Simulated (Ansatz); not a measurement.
## Dielectric function and optical constants of VBiO4 (Clinobisvanite)

What colour and refractive index does VBiO4 (Clinobisvanite) have at this level of theory?

Main program and level: Ansatz 0.2.0; DFT, PBE, plane-wave PAW, default files, scalar-relativistic, independent-particle optical response without local fields.

## 1. The starting structure

Symmetry: I4_1/a, No. 88, tetragonal system. The conventional cell has a = 5.147 Å, b = 5.147 Å, c = 11.722 Å, α = 90.00°, β = 90.00°, γ = 90.00°. Nearest to Bi lie 8 O at 2.45 to 2.49 Å. Nearest to V lie 4 O at 1.73 Å. Nearest to O lie 1 V at 1.73 Å and 2 Bi at 2.45 to 2.49 Å. Farther neighbours and most contacts between anions are not listed.

Coordinates:

```cif
data_structure
_symmetry_space_group_name_H-M 'P 1'
_symmetry_Int_Tables_number 1
_cell_length_a 6.8989
_cell_length_b 6.8989
_cell_length_c 6.8989
_cell_angle_alpha 136.195
_cell_angle_beta 136.195
_cell_angle_gamma 63.679
_cell_volume 155.26
loop_
_atom_site_label
_atom_site_type_symbol
_atom_site_fract_x
_atom_site_fract_y
_atom_site_fract_z
_atom_site_occupancy
Bi1 Bi 0.00000 0.00000 0.00000 1
Bi2 Bi 0.75000 0.25000 0.50000 1
V3 V 0.50000 0.50000 0.00000 1
V4 V 0.25000 0.75000 0.50000 1
O5 O 0.30910 0.42310 0.38900 1
O6 O 0.67010 0.55910 0.38600 1
O7 O 0.03410 0.92010 0.61100 1
O8 O 0.17310 0.28410 0.61400 1
O9 O 0.44090 0.82690 0.11100 1
O10 O 0.07990 0.69090 0.11400 1
O11 O 0.71590 0.32990 0.88900 1
O12 O 0.57690 0.96590 0.88600 1
```

## 2. Spectrum

The spectrum is a sum over vertical transitions between filled and empty bands at the fixed density, so many empty bands are needed.

input.yaml reads:

```yaml
crystal:
  lattice:
    - [-2.5735, 2.5735, 5.8608]
    - [2.5735, -2.5735, 5.8608]
    - [2.5735, 2.5735, -5.8608]
  atoms:
    - { symbol: Bi, position: [0.0, 0.0, 0.0] }
    - { symbol: Bi, position: [0.75, 0.25, 0.5] }
    - { symbol: V, position: [0.5, 0.5, 0.0], spin: 2.0 }
    - { symbol: V, position: [0.25, 0.75, 0.5], spin: 2.0 }
    - { symbol: O, position: [0.3091, 0.4231, 0.389] }
    - { symbol: O, position: [0.6701, 0.5591, 0.386] }
    - { symbol: O, position: [0.0341, 0.9201, 0.611] }
    - { symbol: O, position: [0.1731, 0.2841, 0.614] }
    - { symbol: O, position: [0.4409, 0.8269, 0.111] }
    - { symbol: O, position: [0.0799, 0.6909, 0.114] }
    - { symbol: O, position: [0.7159, 0.3299, 0.889] }
    - { symbol: O, position: [0.5769, 0.9659, 0.886] }
magnetization:
  spin_polarized: true
kpoints:
  mp_grid: { grid: [6, 6, 6] }
scf:
  occupations: { method: fermi_dirac, width: 0.05 }
hamiltonian:
  xc: pbe
  pseudopotentials: { kind: paw }
output:
  optics:
    e_range: [0, 14]
    de: 0.05
    sigma: 0.1
    nscf_kmesh: { grid: [6, 6, 6] }
    bands: { spectra_wanted_up_to: 14 }
```

Launch:

```console
ansatz run input.yaml --threads 4 --pin off --max-ram 8192MiB --backend cpu --events-out ev --progress --plain --runs-dir out
```

Numbers of over 12 decimals in the logs are rounded to 6 here.

Output:

```text
Engine: ansatz 0.2.0, x86_64-unknown-linux-gnu
Pseudopotentials: kind: paw
Pseudopotential: Bi, paw, valence charge 15, recommended cutoff 420 eV (normal), Bi.paw.azcp
Pseudopotential: V, paw, valence charge 13, recommended cutoff 420 eV (normal), V.paw.azcp
Pseudopotential: O, paw, valence charge 6, recommended cutoff 420 eV (normal), O.paw.azcp
Functional definition: PBE
  parameter kappa = 0.804
  parameter beta = 0.066725
  exchange = pbe_x(kappa = kappa, mu = beta*pi^2/3)
  correlation = pbe_c(beta = beta)
Crystal: 12 atoms, lattice volume = 155.262 Å³
Basis set: ecut = 420 eV, 3035 PW (Γ)
Bands: 66, of which v1, the nominal top of the filled ones, is band 52 counted from 1 (51 counted from 0)
Symmetry: 8 space group operations
Space group: I41/a (ITA 88), of the structure as read, at distance tolerance 5.4e-5 Å
Magnetic group: BNS 88.81 (UNI 741), of the structure as read, at distance tolerance 5.4e-5 Å
k-points: 36 of 216
Non-local potential: Bi, projectors of the file, l = 0: 2, l = 1: 2, l = 2: 2, l = 3: 2
Non-local potential: V, projectors of the file, l = 0: 3, l = 1: 2, l = 2: 3, l = 3: 1
Non-local potential: O, projectors of the file, l = 0: 2, l = 1: 2, l = 2: 1
PAW form: soft (Blöchl's): semilocal exchange-correlation on the pseudo side does not see the compensation charge
PAW one-centre angular grid: Bi, 590 points (default); XC on 64 Gauss nodes
PAW one-centre angular grid: V, 590 points (default); XC on 64 Gauss nodes
PAW one-centre angular grid: O, 110 points (default); XC on 64 Gauss nodes
Initial density: superposition of atomic densities (chi_scale 0.1, normalization cell, long waves kept (reshape's long-wave potential 0.02 eV rms))
Starting moments: Σ|m| = 4 μB on 2 of 12 sites
Initial wavefunctions: pseudopotential atomic-orbital guess
Functional: x = pbe(κ = 0.804, μ = 0.219515), c = pbe(β = 0.066725)
SCF iter   1: F=—  HF=-35164.507828 eV  |F-HF|=—  |Δ(HF+E_count)|=         —  Δρ=7.28e-2 (↑7.28e-2 ↓6.57e-2)  dr2=8.65e0  dr2_m=4.93e0  M=0.000 μB ∫|m|=0.415 μB  β_m=0.30  ethr=3.10e-3  ⟨swp⟩=6.1  Hψ=16358  notcnv=0  defer=11
Mixer restart at iter 1: flushing history
preconditioner: auto → Resta (q_TF=auto, 2.552 Å⁻¹)  ε∞=4.7  [insulator: Δε(μ)=2.630 eV  Ē_g=14.606 eV  σ=0.050 eV  W_gap=1.00  n_scr=36 (ndim 8)  ℏωp=28.0 eV  f_vac=0.000  D(μ)=0.00/eV (n_scr^D=0)  ε∞_Penn≈4.7]
spin=Collinear: Resta preconditioning applied to the charge; magnetization (m = ρ↑ − ρ↓) channel mixes plain (no charge-response kernel on spin).
SCF iter   2: F=—  HF=-35161.097941 eV  |F-HF|=—  |Δ(HF+E_count)|=    3.41e0  Δρ=5.13e-2 (↑4.13e-2 ↓5.13e-2)  dr2=3.42e0  dr2_m=2.43e0  M=0.000 μB ∫|m|=0.390 μB  β_m=0.52  ethr=3.10e-3  ⟨swp⟩=2.2  Hψ=7087  notcnv=0  defer=654
SCF iter   3: F=—  HF=-35161.223209 eV  |F-HF|=—  |Δ(HF+E_count)|=   1.25e-1  Δρ=1.53e-2 (↑1.53e-2 ↓1.35e-2)  dr2=4.86e-1  dr2_m=2.04e-1  M=0.000 μB ∫|m|=0.191 μB  β_m=0.58  ethr=3.10e-3  ⟨swp⟩=2.9  Hψ=7822  notcnv=0  defer=654
SCF iter   4: F=—  HF=-35161.104206 eV  |F-HF|=—  |Δ(HF+E_count)|=   1.19e-1  Δρ=2.76e-3 (↑2.76e-3 ↓2.73e-3)  dr2=3.10e-2  dr2_m=1.26e-3  M=-0.000 μB ∫|m|=0.063 μB  β_m=0.75  ethr=4.68e-4  ⟨swp⟩=2.8  Hψ=7604  notcnv=0  defer=548
SCF iter   5: F=—  HF=-35161.125760 eV  |F-HF|=—  |Δ(HF+E_count)|=   2.16e-2  Δρ=1.54e-3 (↑1.54e-3 ↓1.53e-3)  dr2=1.56e-2  dr2_m=1.05e-4  M=-0.000 μB ∫|m|=0.016 μB  β_m=0.85  ethr=2.98e-5  ⟨swp⟩=2.0  Hψ=7084  notcnv=0  defer=548
SCF iter   6: F=—  HF=-35161.131480 eV  |F-HF|=—  |Δ(HF+E_count)|=   5.72e-3  Δρ=5.34e-4 (↑5.34e-4 ↓3.35e-4)  dr2=1.30e-3  dr2_m=2.34e-5  M=-0.000 μB ∫|m|=0.007 μB  β_m=0.90  ethr=1.50e-5  ⟨swp⟩=2.0  Hψ=8812  notcnv=0  defer=548
SCF iter   7: F=—  HF=-35161.131917 eV  |F-HF|=—  |Δ(HF+E_count)|=   4.36e-4  Δρ=2.86e-4 (↑2.18e-4 ↓2.86e-4)  dr2=4.30e-4  dr2_m=1.83e-6  M=0.000 μB ∫|m|=0.002 μB  β_m=0.95  ethr=1.25e-6  ⟨swp⟩=2.0  Hψ=7200  notcnv=0  defer=548
SCF iter   8: F=—  HF=-35161.132014 eV  |F-HF|=—  |Δ(HF+E_count)|=   9.74e-5  Δρ=9.87e-5 (↑9.45e-5 ↓9.87e-5)  dr2=6.98e-5  dr2_m=1.21e-8  M=0.000 μB ∫|m|=0.000 μB  β_m=0.98  ethr=4.13e-7  ⟨swp⟩=2.3  Hψ=5977  notcnv=0  defer=548
SCF iter   9: F=—  HF=-35161.132021 eV  |F-HF|=—  |Δ(HF+E_count)|=   6.52e-6  Δρ=1.22e-5 (↑6.49e-6 ↓1.22e-5)  dr2=5.90e-7  dr2_m=3.36e-8  M=0.000 μB ∫|m|=0.000 μB  β_m=0.99  ethr=6.71e-8  ⟨swp⟩=2.2  Hψ=7748  notcnv=0  defer=548
SCF iter  10: F=—  HF=-35161.132021 eV  |F-HF|=—  |Δ(HF+E_count)|=   7.27e-7  Δρ=3.55e-6 (↑2.49e-6 ↓3.55e-6)  dr2=4.70e-8  dr2_m=3.62e-9  M=0.000 μB ∫|m|=0.000 μB  β_m=0.99  ethr=5.68e-10  ⟨swp⟩=2.0  Hψ=7103  notcnv=0  defer=548
SCF iter  11: F=—  HF=-35161.132021 eV  |F-HF|=—  |Δ(HF+E_count)|=   4.72e-8  Δρ=2.09e-6 (↑2.09e-6 ↓1.74e-6)  dr2=2.59e-8  dr2_m=7.02e-11  M=0.000 μB ∫|m|=0.000 μB  β_m=0.93  ethr=4.52e-11  ⟨swp⟩=2.0  Hψ=8496  notcnv=0  defer=548
SCF iter  12: F=—  HF=-35161.132021 eV  |F-HF|=—  |Δ(HF+E_count)|=   1.67e-9  Δρ=2.83e-7 (↑2.83e-7 ↓1.98e-7)  dr2=3.28e-10  dr2_m=6.55e-12  M=0.000 μB ∫|m|=0.000 μB  β_m=0.97  ethr=2.49e-11  ⟨swp⟩=2.4  Hψ=6954  notcnv=0  defer=548
SCF iter  13: F=—  HF=-35161.132021 eV  |F-HF|=—  |Δ(HF+E_count)|=  8.73e-11  Δρ=3.84e-8 (↑2.67e-8 ↓3.84e-8)  dr2=5.64e-12  dr2_m=4.01e-13  M=0.000 μB ∫|m|=0.000 μB  β_m=0.98  ethr=1.00e-12  ⟨swp⟩=1.6  Hψ=5989  notcnv=0  defer=548
SCF iter  14: F=-35161.132021 eV  HF=-35161.132021 eV  |F-HF|=7.28e-12  |Δ(HF+E_count)|=    0.00e0  Δρ=2.39e-8 (↑2.39e-8 ↓2.22e-8)  dr2=4.12e-12  dr2_m=2.82e-15  M=0.000 μB ∫|m|=0.000 μB  ethr=1.00e-12  ⟨swp⟩=7.8  Hψ=15572  notcnv=0
SCF 1 converged in 14 iterations: F = -35161.132021 eV  dr2 = 4.12e-12
  greatest PAW one-centre occupation: 1.000 electrons in one spin orbital (limit 2), on the V atom at site 3 (counted from 0), in its partial waves of l = 0
WARN: the starting moments were not kept: the SCF closed with an absolute magnetisation of 1.5e-7 μB, where they sum to 4 μB in size (2 sites). That is at most 0.1 of that sum. Measured as dr2_m measures the in/out step, that magnetisation stands 2.3e-15 eV from none, at or under the dr2_threshold of 1.0e-11 eV: it is no larger than a step whose dr2_m would equal this threshold. The system may hold no moment; this SC [...]
NSCF: frozen V_eff on 36 k-points
output.optics: what the bands over the 109 summed would add to eps1, eps2 and the energy-loss function is held between a lower and an upper bound (9 Lanczos steps). eps1, eps2 and their loss function (loss_summed_bands) are given on every row as the summed bands alone make them. Along an axis, on a row where the two bounds hold the loss function to about 1 % of the greater of itself and 0.5 % of |1/eps|, its cell (loss_completed) is given, with the completed eps1 and eps2 that it is formed of (a cell that is left empty reads nan in the table and null in the record). The two bounds hold it so along every axis on all 281 rows up to 14.000 eV. [rest of the remark cut]
SCF converged after 14 iterations
Magnetization: 0.0000 μB (52.0000 up, 52.0000 down)
Absolute magnetization: 0.0000 μB (∫|ρ↑−ρ↓|, with the PAW one-centre terms)
Spin contamination: 0.0000 ħ² per cell (⟨S²⟩ above its minimum at these occupations)
Per-site moments (μB) at R_I (Å): [(-1.3135568176066049e-9, 1.010526), (-1.3135567399443553e-9, 1.010526), (-1.4887752903608299e-8, 0.712239), (-1.4887752865326579e-8, 0.712239), (9.228888062212489e-9, 0.712239), (9.228888065724923e-9, 0.712239), (9.228888063642757e-9, 0.712239), (9.228888127556351e-9, 0.712239), (9.228888085111856e-9, 0.712239), (9.228888175649227e-9, 0.712239), (9.22888812910965e-9, 0.712239), (9.228888088357776e-9, 0.712239)]
Free energy (F): -35161.132021 eV
Harris-Foulkes:  -35161.132021 eV  (|F-HF|=7.28e-12)
Internal energy: -35161.132021 eV  (E = F + TS)
E sigma→0 (E₀):  -35161.132021 eV
Fermi energy:    9.597786 eV
--- Per-component energies (eV) ---
  E_band       = -700.051390
  E_kinetic    = 2670.416631
  E_local      = -8056.677286  (includes V_loc(G=0)·N_el)
  E_nonlocal   = 1411.879074
  E_hartree    = 2945.137041
  E_xc         = -1155.620673
  E_vxc        = -1373.720372  (∫ρ·V_xc dr)
  E_paw        = -24807.828450  (= ΣΔE_a)
  E_vpaw       = -1242.242325  (= ΣTr[D̂ρ^β])
  E_aug_tail   = 0.018887  (compensation charges beyond the density's cutoff)
  E_ewald      = -8168.457246
  E_smearing   = -0.000000  (= −TS)
  E_closure    = 0.000000  (closes the sum)
  Σ components = -35161.132021   (vs F -35161.132021, Δ=0.00e0)
--- Band table (eV; the first three rows and the last of 72) ---
  k-point 0 ↑: bands = [... 48 lower, 7.5364, 7.8619, 7.8619, 8.0679, 10.9632, 11.4373, 11.7194, 11.9390, ... 10 higher]
  k-point 1 ↑: bands = [... 48 lower, 7.6373, 7.7723, 7.9358, 8.0395, 11.0238, 11.3798, 11.4828, 11.6289, ... 10 higher]
  k-point 2 ↑: bands = [... 48 lower, 7.4961, 7.6279, 7.9198, 8.4761, 11.0667, 11.3056, 11.3404, 11.7603, ... 10 higher]
  k-point 35 ↓: bands = [... 48 lower, 7.5914, 7.5914, 7.7904, 7.7904, 11.5268, 11.5268, 11.6072, 11.6072, ... 10 higher]
```

The job ended after 7.8 min (4 threads of Intel Xeon at 2.50GHz (Skylake/Cascade Lake), shared host; peak memory 4.5 GiB; 24 min of CPU time).

Reading the cycles: dr2 is the Hartree energy of the density residual (eV), the measure of convergence; HF is the Harris–Foulkes estimate of the energy, which meets the free energy F at convergence.

Numbers from this step:

| Quantity | Value |
| --- | --- |
| electronic dielectric constant ε∞, mean over x, y and z (by symmetry where fewer were run) | 7.571 |
| absorption onset, first axis (α over 10⁴ cm⁻¹, or the direct gap if that lies higher) | 2.346 eV |
| main peak of Im epsilon, first axis | 6.328 eV |
| centre of weight of the strongest loss peak in the window | 10.54 eV |
| photocurrent from vertical transitions in a film 500 nm thick on a perfect mirror (two passes), AM1.5G, no front reflection, all carriers collected | 8.249 mA/cm² |
| least direct gap on the mesh | 2.346 eV |
| bands summed | 109 |
| spectra valid up to | 23.95 eV |
| program's estimate of the k-sum error in Im epsilon | 0.37 % |
| electrons in the f-sum | 57.09 |

The Im ε has structure finer than the step of the table below, so its rows give means over 0.5 eV, whole bins alone (the curve runs from 0 to 14 eV). Peaks (eV: height): E ∥ x or y 2.50: 7.22, 4.00: 7.95, 6.35: 10.4; E ∥ z 3.30: 8.34, 6.10: 11.0, 6.95: 11.9.

Im ε against photon energy; means over each step:

```csv
photon energy (eV),E ∥ x or y,E ∥ z
1.5,0,0
2.0,0.0987,1.2e-4
2.5,5.36,0.0906
3.0,4.37,3.20
3.5,6.47,6.76
4.0,7.15,6.52
4.5,7.51,5.39
5.0,9.09,5.53
5.5,9.56,7.88
6.0,10.0,10.3
6.5,9.72,7.53
7.0,7.53,10.6
7.5,5.66,7.81
8.0,3.45,4.97
8.5,2.10,3.15
9.0,1.89,2.94
9.5,1.47,1.89
10.0,1.13,1.12
10.5,0.899,0.795
11.0,0.778,0.758
11.5,1.02,1.42
12.0,1.29,1.21
12.5,1.18,1.00
13.0,1.40,1.19
13.5,1.95,1.64
```

Re ε against photon energy:

```csv
photon energy (eV),E ∥ x or y,E ∥ z
0.0,7.92,6.87
0.5,8.01,6.92
1.0,8.32,7.10
1.5,8.97,7.44
2.0,10.6,8.06
2.5,10.8,9.37
3.0,9.70,13.1
3.5,9.37,8.07
4.0,7.54,6.69
4.5,7.89,6.17
5.0,6.37,6.73
5.5,3.95,7.07
6.0,2.35,4.50
6.5,-0.784,2.03
7.0,-2.45,0.583
7.5,-2.92,-2.76
8.0,-3.19,-3.70
8.5,-1.83,-2.27
9.0,-1.08,-1.56
9.5,-0.960,-1.97
10.0,-0.353,-1.09
10.5,-0.0187,-0.218
11.0,0.537,0.448
11.5,1.22,0.713
12.0,0.874,0.511
12.5,1.26,0.878
13.0,1.35,1.17
13.5,1.66,1.24
14.0,1.11,0.834
```

Loss function −Im 1/ε at q → 0 against energy loss; read off at these points:

```csv
energy loss (eV),E ∥ x or y,E ∥ z
2.00,0,0
2.50,0.0425,7.0e-4
3.00,0.0354,0.0135
3.50,0.0502,0.0596
4.00,0.0662,0.0747
4.50,0.0634,0.0805
5.00,0.0745,0.0723
5.50,0.0892,0.0705
6.00,0.0942,0.0799
6.50,0.100,0.134
7.00,0.119,0.0849
7.50,0.135,0.117
8.00,0.156,0.131
8.50,0.271,0.209
9.00,0.399,0.263
9.50,0.481,0.252
10.00,0.816,0.458
10.50,1.16,1.23
10.60,1.19,1.22
10.80,1.10,1.37
11.00,0.852,1.00
11.50,0.404,0.528
12.00,0.534,0.688
12.50,0.395,0.566
13.00,0.370,0.426
13.50,0.297,0.383
14.00,0.362,0.526
```

The reflectivity at normal incidence has structure finer than the step of the table below, so its rows give means over 0.5 eV, whole bins alone (the curve runs from 0 to 14 eV). Peaks (eV: height): E ∥ x or y 2.40: 35.8, 8.15: 55.0; E ∥ z 3.20: 35.6, 6.20: 40.2, 8.00: 52.9, 9.55: 51.6, 11.65: 12.1, 13.80: 10.9.

The reflectivity at normal incidence by photon energy; means over each step:

```csv
photon energy (eV),E ∥ x or y (%),E ∥ z (%)
0.5,22.9,20.2
1.0,23.6,20.7
1.5,25.0,21.5
2.0,28.7,23.0
2.5,32.6,26.0
3.0,28.9,32.6
3.5,31.3,31.0
4.0,31.1,29.3
4.5,31.7,26.3
5.0,34.4,27.3
5.5,35.9,32.3
6.0,38.4,37.8
6.5,43.3,33.1
7.0,45.4,42.0
7.5,48.4,47.2
8.0,53.0,51.3
8.5,46.9,45.3
9.0,37.5,40.5
9.5,36.3,48.8
10.0,26.2,43.5
10.5,17.2,26.6
11.0,6.43,8.21
11.5,4.66,9.70
12.0,7.04,9.72
12.5,5.54,5.58
13.0,6.80,5.68
13.5,10.2,8.91
```

Refractive index n and extinction k against photon energy:

```csv
photon energy (eV),"n, E ∥ x or y","k, E ∥ x or y","n, E ∥ z","k, E ∥ z"
0,2.81,0,2.62,0
1,2.88,0,2.66,0
2,3.26,1.0e-5,2.84,0
3,3.17,0.607,3.63,0.329
4,3.04,1.31,2.85,1.20
5,2.94,1.50,2.77,0.966
6,2.52,2.00,2.83,1.87
7,1.66,2.28,2.48,2.36
8,0.883,1.99,1.09,2.21
9,0.738,1.28,0.949,1.57
10,0.638,0.872,0.497,1.16
11,0.872,0.473,0.805,0.448
12,1.10,0.578,0.963,0.645
13,1.28,0.535,1.20,0.521
14,1.34,0.825,1.11,0.633
```

Optical constants at common wavelengths, from n + ik = √ε:

```csv
wavelength (nm),n xy,k xy,R (%) xy,1/α xy,n z,k z,R (%) z,1/α z
1064,2.91,0.000,23.9,over 1 mm,2.68,0.000,20.9,over 1 mm
800,3.01,0.000,25.1,over 1 mm,2.74,0.000,21.6,over 1 mm
633,3.22,0.000,27.7,over 1 mm,2.83,0.000,22.8,over 1 mm
532,3.86,0.466,35.3,91 nm,2.97,0.002,24.6,22 µm
450,2.97,0.731,27.1,49 nm,3.30,0.062,28.7,577 nm
308,2.99,1.317,32.3,19 nm,2.82,1.203,29.7,20 nm
248,2.94,1.500,33.8,13 nm,2.77,0.966,26.8,20 nm
```

A film 1 µm thick would pass 33 % of daylight and look orange in transmission (x = 0.492, y = 0.426). A larger true gap would move the edge to shorter wavelengths and change the colour.

At 1064 nm the birefringence n(z) − n(x) is -0.231: the crystal is uniaxial negative at this level.

The f-sum over the summed bands holds 57.1 of the cell's 104 electrons outside the frozen cores. Up to 14 eV the strength has a mean oscillator energy of 5.7 eV, close to the main peak.

## 3. What came out

```
electronic dielectric constant ε∞, mean over x, y and z (by symmetry where fewer were run) (independent particles)                                  : 7.57
absorption onset, first axis (α over 10⁴ cm⁻¹, or the direct gap if that lies higher)                                                               : 2.35 eV
main peak of Im epsilon, first axis                                                                                                                 : 6.33 eV
centre of weight of the strongest loss peak in the window, first axis                                                                               : 10.5 eV
photocurrent from vertical transitions in a film 500 nm thick on a perfect mirror (two passes), AM1.5G, no front reflection, all carriers collected : 8.25 mA/cm²
```

**Reading.** At this level (PBE, independent particles) VBiO4 has a mean ε∞ = 7.57 and n = 2.86 at 1550 nm (E ∥ x); absorption sets in near 2.3 eV, and Im ε peaks at 6.3 eV (E ∥ x). Lines 0.1 eV wide carry a tail of absorption under the direct gap, past the threshold already at 2.19 eV. Absorption passes 10⁴ cm⁻¹ from the direct gap on, 2.35 eV, inside the visible range. Distinct maxima of Im ε, read by a parabola through the highest points, lie at 2.50 eV (7.2), 4.01 eV (8.0), 5.20 eV (10.0) and 6.33 eV (10) for E ∥ x or y. The static values by axis are 7.92 (xy), 6.87 (z). The f-sum over the summed bands holds 57.1 of the cell's 104 electrons outside the frozen cores. Up to 14 eV the strength has a mean oscillator energy of 5.7 eV, close to the main peak. A film 1 µm thick would pass 33 % of daylight and look orange in transmission (x = 0.492, y = 0.426). A larger true gap would move the edge to shorter wavelengths and change the colour. At 1064 nm the birefringence n(z) − n(x) is -0.231: the crystal is uniaxial negative at this level. Excitons and phonon-assisted transitions are missing, and so are local fields; PBE gaps are as a rule too small, which pulls the onset down and ε∞ up, while the missing spin-orbit coupling works the other way with such heavy atoms. In the base run ε includes the program's bounded estimate of what the bands above those summed add. Spin-orbit coupling is left out although heavy atoms are present.

[Logs are printed without paths, hosts, clocks, repeated set-up lines and the standing remarks that a program may print on its own settings, such as how far it seeks lower states.]

[Hosts, paths, dates, database ids (printed as entryN), source tags and the programs' standing remarks are cut or masked in the printed files.]
